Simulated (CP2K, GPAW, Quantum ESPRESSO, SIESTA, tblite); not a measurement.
**tblite runs on C(111) slab, H on the bottom face (153 atoms)**

Aim: run C(111) slab, H on the bottom face (153 atoms) in tblite and see how near its forces come to a plane-wave reference, and at what cost.

Program: tblite 0.8.0. Level of theory: the method is named at each step. Results are calculated unless marked as measured.

## 1. Set-up

The cell holds 153 atoms: 144 C and 9 H. Cell: a = 7.567 Å, b = 7.567 Å, c = 28.021 Å, α = 90.0°, β = 90.0°, γ = 120.0°. It derives from C (diamond-structure). Diamond-structure C (a = 3.567 Å), (111) slab of 16 atomic planes, 3 x 3 surface cells, H on the broken bonds of the bottom face, 12 Å of vacuum; displaced by a Gaussian of 0.02 Å. Then every atom was moved at random, 0.05 Å r.m.s. a Cartesian component (hydrogen 0.6 of that). Regions: slab, 144 atoms (144 C); hydrogen, 9 atoms (9 H). Vacuum lies along c.

The yardstick, on the same geometry:

```
method                 : Kohn-Sham DFT, PBE, SSSP efficiency 1.3.0 pseudopotentials, plane waves (Quantum ESPRESSO 7.5); sssp-pbe-1.3.0-efficiency, cutoffs 60/480 Ry, Γ point
r.m.s. force component : 2.583 eV/Å
longest force          : 11.42 eV/Å
time                   : 12 min on 4 MPI ranks of Arm Neoverse V2, shared host
CPU time               : 49 min
```

## 2. GFN1-xTB

Method: GFN1-xTB tight binding, diagonalisation.

The input, run.py:

```python
import numpy as np
from ase.io import read
from tblite.ase import TBLite

atoms = read("structure.xyz")
atoms.calc = TBLite(method="GFN1-xTB", electronic_temperature=580, accuracy=1.0, max_iterations=250, mixer_damping=0.1, verbosity=1)
energy = atoms.get_potential_energy()
forces = atoms.get_forces()
print(f"energy {energy:.6f} eV")
print("forces (eV/A)")
for i, (a, f) in enumerate(zip(atoms, forces)):
    print(f"{i:4d} {a.symbol:2s} {f[0]:10.5f} {f[1]:10.5f} {f[2]:10.5f}")
print("charges (e)")
print(np.array2string(atoms.get_charges(), precision=4, suppress_small=True, max_line_width=110, threshold=100000))
```

The input, structure.xyz:

```xyz
153
Lattice="7.56675 0.00000 0.00000 -3.78337 6.55300 0.00000 0.00000 0.00000 28.02071" Properties=species:S:1:pos:R:3 pbc="T T T"
C -0.00525 5.85910 7.59810
C -1.28475 6.55195 7.10437
C -1.28396 5.03526 9.66855
C 0.12762 5.89672 9.14204
C 2.54909 0.02752 11.74404
C -1.08859 5.17916 11.19876
C 0.10064 5.85655 13.84699
C 2.52434 0.01022 13.33562
C -1.30220 5.10590 15.87822
C -0.01346 5.80570 15.36123
C -1.29016 6.48636 17.91000
C -1.17617 5.20243 17.38601
C 0.01695 5.84737 19.94234
C 2.53891 0.13139 19.43825
C -1.29974 5.04476 22.01839
C -0.03930 5.79567 21.53784
C 1.26516 3.63888 7.61127
C -0.01581 4.34910 7.09933
C 0.09587 2.98607 9.69769
C 1.22532 3.70015 9.06246
C 0.02634 4.37190 11.70453
C -0.01384 2.92801 11.35735
C 1.14126 3.71496 13.74304
C -0.00219 4.29982 13.22578
C -0.01070 2.96504 15.78295
C 1.18999 3.61234 15.35563
C -0.08293 4.41646 17.88030
C 0.00976 2.85685 17.29578
C 1.26577 3.65920 19.97008
C 0.10352 4.26836 19.37688
C 0.08736 2.92113 22.01111
C 1.24087 3.67125 21.51654
C 2.52045 5.83826 7.59894
C 1.29456 6.52502 7.08420
C 1.22956 5.06016 9.60802
C 2.54538 5.83348 9.14344
C 5.08066 0.03847 11.70957
C 1.27591 4.97661 11.19820
C 2.54020 5.84351 13.86885
C 1.17505 6.54238 13.34094
C 1.33111 5.05164 15.73363
C 2.46597 5.84167 15.37440
C 5.04464 0.02405 17.87245
C 1.36346 5.06023 17.48352
C 2.56438 5.81841 19.88069
C 1.18322 6.46938 19.39061
C 1.22097 5.11973 22.05986
C 2.51232 5.82431 21.55185
C 2.51269 1.47167 7.62724
C 1.26183 2.18765 7.08083
C 1.23985 0.74213 9.64893
C 2.55824 1.54061 9.16698
C 1.13377 2.19296 11.70173
C 1.13747 0.63413 11.15897
C 2.49090 1.41977 13.81897
C 1.26751 2.10404 13.31964
[... 93 atom lines left out ...]
H 0.00779 0.00629 6.04042
H 3.77853 2.19198 5.98578
H 4.98592 4.37105 5.98382
H 6.30189 2.17966 6.01100
```

The run is started by

```
$ OMP_NUM_THREADS=1 python run.py > output.txt
```

Output:

```text
------------------------------------------------------------
  cycle        total energy    energy error   density error
------------------------------------------------------------
      1     -305.2320327957  -3.0827223E+02   8.8428126E-01
      2     -300.4401775342   4.7918553E+00   8.0452346E-01
      3      129.1176915564   4.2955787E+02   7.4792965E-01
      4      12098.97081551   1.1969853E+04   1.8200012E+00
      5      4767.441470032  -7.3315293E+03   1.2840743E+00
      6     -82.82893328242  -4.8502704E+03   3.2263488E-01
      7     -259.9778293832  -1.7714890E+02   1.8032736E-01
      8     -264.1671376570  -4.1893083E+00   1.5998112E-01
      9     -293.6852989679  -2.9518161E+01   1.9169605E-01
     10     -299.5102062977  -5.8249073E+00   1.6765948E-01
     11     -299.3447914135   1.6541488E-01   1.6790490E-01
     12     -299.6242375086  -2.7944610E-01   1.6730171E-01
     13     -299.1948690852   4.2936842E-01   1.6658231E-01
     14     -305.5260555733  -6.3311865E+00   1.2122481E-01
     15     -305.6308833488  -1.0482778E-01   1.1801537E-01
     16     -306.7106327469  -1.0797494E+00   1.2423928E-01
     17     -307.5885606515  -8.7792790E-01   1.2047770E-01
     18     -307.6530622185  -6.4501567E-02   1.2649701E-01
     19     -307.8836876766  -2.3062546E-01   9.0035631E-02
     20     -301.1685528771   6.7151348E+00   1.5928551E-01
     21     -305.8960271219  -4.7274742E+00   1.3258916E-01
     22     -305.8909706173   5.0565046E-03   1.3247054E-01
     23     -308.8709510958  -2.9799805E+00   8.5773066E-02
     24     -308.6801031254   1.9084797E-01   9.6906320E-02
[...]
56     -310.0497740677  -2.6972043E-06   1.0700502E-04
     57     -310.0497780033  -3.9355770E-06   1.0123873E-04
     58     -310.0497820508  -4.0474533E-06   6.1013193E-05
     59     -310.0497830918  -1.0410633E-06   3.9994270E-05
     60     -310.0497842257  -1.1338913E-06   4.3317619E-05
     61     -310.0497844442  -2.1848945E-07   2.6836602E-05
     62     -310.0497845402  -9.5954817E-08   2.1783622E-05
     63     -310.0497845630  -2.2816437E-08   1.3806532E-05
------------------------------------------------------------
 total:                                   9.212 sec
energy -8436.884375 eV
forces (eV/A)
   0 C     0.92505   -1.25088    0.14034
   1 C     1.25365    0.84979   -0.07998
   2 C     2.54718    3.70326    0.19056
   3 C    -5.54116   -3.54062   -1.06191
   4 C    -0.80877   -0.36229    0.51283
   5 C    -6.44669   -2.72922   -0.40346
   6 C    -7.44449   -3.35515   -0.61233
   7 C     1.91466   -1.52619   -2.22328
   8 C     0.51446    0.19325   -1.10809
   9 C     0.74883    0.55929   -0.74325
  10 C     0.29059    8.00007    0.58194
  11 C    -4.80200   -5.27419   -0.74416
  12 C    -2.29914   -2.04076    0.16191
  13 C    -1.20714   -5.75610    0.29871
  14 C     4.56379    0.21592   -1.46751
  15 C     1.08455    1.57204    2.44424
  16 C    -0.47549    0.06367   -2.20102
  17 C     0.10988    1.02741    1.07717
  18 C    -4.68480   -3.07611    0.05467
  19 C     2.25492   -2.46634    3.46936
  20 C    -0.00885   -0.40839    2.01767
  21 C    -2.91303    0.57435   -6.19524
  22 C     6.83047   -5.55683    2.91108
  23 C    -2.82408    5.01791    1.36332
[...]
145 H     0.00496   -0.09234   -0.51908
 146 H     0.32525   -0.11883   -0.54168
 147 H    -0.04551    0.03051   -1.98205
 148 H    -0.11693    0.16725    1.06767
 149 H     0.13058    0.04142   -2.02135
 150 H    -0.10217   -0.23857    1.14152
 151 H     0.26452   -0.00390   -0.34002
 152 H     0.06172    0.01416   -0.15206
charges (e)
[ 0.0038 -0.028  -0.0122  0.0009 -0.0101 -0.0061 -0.0027 -0.0009  0.0028 -0.0057 -0.0074  0.0242  0.0115
 -0.0081 -0.0737  0.0336  0.0154 -0.0411 -0.0303  0.0183  0.0249  0.0097 -0.002   0.0014  0.0046  0.0123
  0.0019 -0.0209  0.0446 -0.0137 -0.0795  0.0445  0.0093 -0.0331  0.0095 -0.0093 -0.0184 -0.0065 -0.0058
  0.0054 -0.0041  0.0202 -0.0111 -0.0319  0.0127  0.0076 -0.0735  0.0307  0.0089 -0.0438  0.0038 -0.0012
 -0.0136  0.0142  0.0152 -0.019   0.0041  0.0089  0.023   0.006   0.0362 -0.0087 -0.0679  0.0149  0.0028
 -0.0279  0.0012 -0.0153  0.0005 -0.0064  0.0026 -0.0061 -0.0189  0.0018  0.0161 -0.0197  0.0163  0.0104
 -0.0973  0.0297  0.0106 -0.0378 -0.0063  0.001   0.0174 -0.0106 -0.0032 -0.0159  0.0203 -0.0191 -0.015
 -0.0048  0.0332  0.0184 -0.0383  0.0533 -0.0145 -0.0272  0.0031  0.0022  0.0104  0.0101 -0.0175  0.0002
  0.0003 -0.0013  0.0001 -0.0086  0.0306  0.0039 -0.0313  0.0489  0.008  -0.0369  0.0258  0.007  -0.0284
 -0.0182 -0.0007  0.0225  0.0217  0.0122 -0.0043 -0.0146  0.0344 -0.0043 -0.0049  0.037   0.003  -0.0236
  0.0043 -0.0019  0.0062  0.0049 -0.0001  0.0131  0.0207 -0.0169  0.0035 -0.0038  0.0113 -0.0026 -0.0933
 -0.0064  0.0341  0.0378  0.0376  0.0437  0.0273  0.044   0.0259  0.039   0.0386]
```

Run time: 10 s. Hardware: 1 thread of Arm Neoverse V2, shared host; peak memory 0.14 GiB.

Banners, paths, timers and routine set-up lines are dropped from the logs unmarked, and long logs keep their key lines alone; longer cuts are marked.

Against the reference:

```yaml
r_m_s_force_component: 2.673 eV/Å
r_m_s_difference_of_force_components: 388.3 meV/Å
longest_difference_of_force_vectors: 2457 meV/Å
force_difference_over_r_m_s_force: 15.03 %
slope_of_forces_against_the_reference_s: 1.024
correlation_of_force_components: 0.9897
```

Length of the force difference by element (eV/Å):

```
element  atoms  mean  most
      C    144  0.60   2.5
      H      9  0.27  0.31
```

The surroundings of C79, whose charge lies farthest from its element's mean, nearest first, numbered as they follow in the input and with coordinates relative to it.

```
atom      x      y      z  distance (Å)  bonds  Mulliken charge (e)     Fx     Fy  Fz (eV/Å)
 C79   0.00   0.00   0.00          0.00      3                -0.10   0.23  -3.31      -3.26
 C80   1.31   0.50  -0.58          1.52      4                 0.03  -1.63   4.27       2.55
 C32  -1.29   0.64  -0.53          1.54      4                 0.04   2.37   0.61       2.82
 C64   0.02  -1.57  -0.59          1.68      4                 0.01  -2.29   1.82       3.71
 C95   1.27   2.01  -0.07          2.37      3                -0.04   0.41   1.08      -2.50
 C31  -2.45  -0.11  -0.03          2.45      3                -0.08  -2.63  -1.35      -3.51
 C47  -1.31   2.09   0.02          2.47      3                -0.07   0.64  -0.23      -3.75
 C77   1.20   0.64  -2.08          2.48      4                 0.02   3.72  -2.66      -1.44
 C29  -1.27   0.63  -2.07          2.51      4                 0.04   1.62  -0.42      -1.21
C111   1.19  -2.27  -0.10          2.56      3                -0.03   2.99  -1.01      -2.22
C127   2.56  -0.12  -0.19          2.57      3                 0.00   0.84  -0.12      -0.65
 C61  -0.04  -1.50  -2.13          2.60      4                 0.04  -1.23  -0.48       0.58
 C63  -1.23  -2.32  -0.02          2.62      3                -0.07   0.05   0.23      -3.77
```

Atoms are counted from 1 here, from 0 in the log.

Forces lie 15 % from the reference's, at 0.0033 times its CPU time (on 1 against 4 cores).

## 3. Results

```json
{"force difference from the reference": "tblite GFN1-xTB, 15 %", "its CPU time": "9.8 s"}
```

In words: Tight binding differs by 15 % (tblite GFN1-xTB); it is another model, with fitted parameters of its own, and the xTB methods hold dispersion. One electronic-structure run takes under half the reference's CPU time: tblite GFN1-xTB, at 15 % in 9.8 s against 49 min. Periodic xTB results under one method name differ between programs and library versions. The electron count is odd in QE PBE, sssp-1.3.0-efficiency, 60/480 Ry, and they have no spin polarisation, so the unpaired electron is spread evenly over both spins. The runs have no spin polarisation, so any moments at edges, vacancies or dangling bonds can't form. The electronic-structure runs sample only Γ, in a cell whose shortest periodic width is 7 Å, which is coarse for a cell with partly filled levels.

[Also dropped from logs without a mark: logging warnings of Python, and SIESTA's first energy breakdown and zero terms.]

[Logs are printed without paths, hosts, clocks, repeated set-up lines and the standing remarks that a program may print on its own settings, such as how far it seeks lower states.]

[Hosts, paths, dates, database ids (printed as entryN), source tags and the programs' standing remarks are cut or masked in the printed files.]
